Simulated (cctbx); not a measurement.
## Which space group?

Cell: a = 6.8390 Å, b = 7.9810 Å, c = 10.2710 Å, α = 90.00°, β = 90.00°, γ = 90.00°. Expected content of the cell: Cu8 Cl4 S12 H12.

Simulated single-crystal data (cctbx): Ag Kα, λ = 0.56087 Å, to d = 0.7 Å, 50 % of the full sphere, strongest reflection 20000 counts, noise from counting, a 4 % proportional error and a noise floor of 8 counts (s.d.); no absorption, some extinction.

Tests on the unmerged data give:

```text
3448 reflections to d = 0.700 A
centring   violations  <I/sigma> of those
    A       1205 of  1726     10.2
    B       1036 of  1684      8.0
    C       1221 of  1710     10.4
    I       1032 of  1718      8.2
    R       1571 of  2303      9.8
    F       1731 of  2560      9.6
Laue class    unique    Rint  (classes that these axes allow; Friedel mates merged)
P -1             2583   0.035
P 1 2/m 1        1688   0.038
P 1 1 2/m        1658   0.038
P 2/m 1 1        1682   0.037
P m m m          1000   0.041
space group    extra absences  I>4sigma  <I/sigma>
P 2 2 2                 0          0         -  acentric
P 2 2 21                8          0       0.7  acentric
P 21 2 2                5          0       0.0  acentric
P 2 21 2                4          0      -0.4  acentric
P 21 21 2               9          0      -0.2  acentric
P 2 21 21              12          0       0.3  acentric
P 21 2 21              13          0       0.4  acentric
P 21 21 21             17          0       0.2  acentric
P m m 2                 0          0         -  acentric
P 2 m m                 0          0         -  acentric
P m 2 m                 0          0         -  acentric
P 21 m a               88          0       0.1  acentric
P m 2 a                88          0       0.1  acentric
P n m 21              144          0       0.2  acentric
P n 21 m              144          0       0.2  acentric
P n 21 a              232          0       0.2  acentric
P m m m                 0          0         -  centric
P m m a                88          0       0.1  centric
P n m m :1            144          0       0.2  centric
P n m m :2            144          0       0.2  centric
P n m a               232          0       0.2  centric
Wilson B = 1.08 A^2   <|E^2-1|> = 0.882 (0.968 centric, 0.736 acentric)   E^2>4: 2.7 %
shell (A)         n   <I/sigma>
10.27 - 1.40    150     19.4
 1.40 - 1.11    130     18.4
 1.11 - 0.97    121     18.9
 0.97 - 0.88    120     18.0
 0.88 - 0.82    121     12.4
 0.82 - 0.77    119     13.4
 0.77 - 0.73    122     14.2
 0.73 - 0.70    117     12.9
```

**Question.** What are the lattice type, the Laue class and the likely space group?

Every centring test has many violations, so the lattice is primitive.

Rint stays low (0.035 to 0.041) up to P m m m, the highest class in these axes.

21 settings pass the absence test. The most absences obeyed, 232, belong to P n 21 a and P n m a, which absences can't tell apart.

⟨|E²−1|⟩ = 0.882 leans to a centrosymmetric structure. The Wilson B of 1.08 Å² means U ≈ 0.0137 Å².

The true group is Pnma (no. 62), Laue class mmm, centrosymmetric. The tables only narrow the choice to the tied entries; cell content, site symmetry and trial solutions must settle it.

This is a model crystal, built by substitution and not relaxed, with assumed displacement parameters.

[Logs are printed without paths, hosts, clocks, repeated set-up lines and the standing remarks that a program may print on its own settings, such as how far it seeks lower states.]
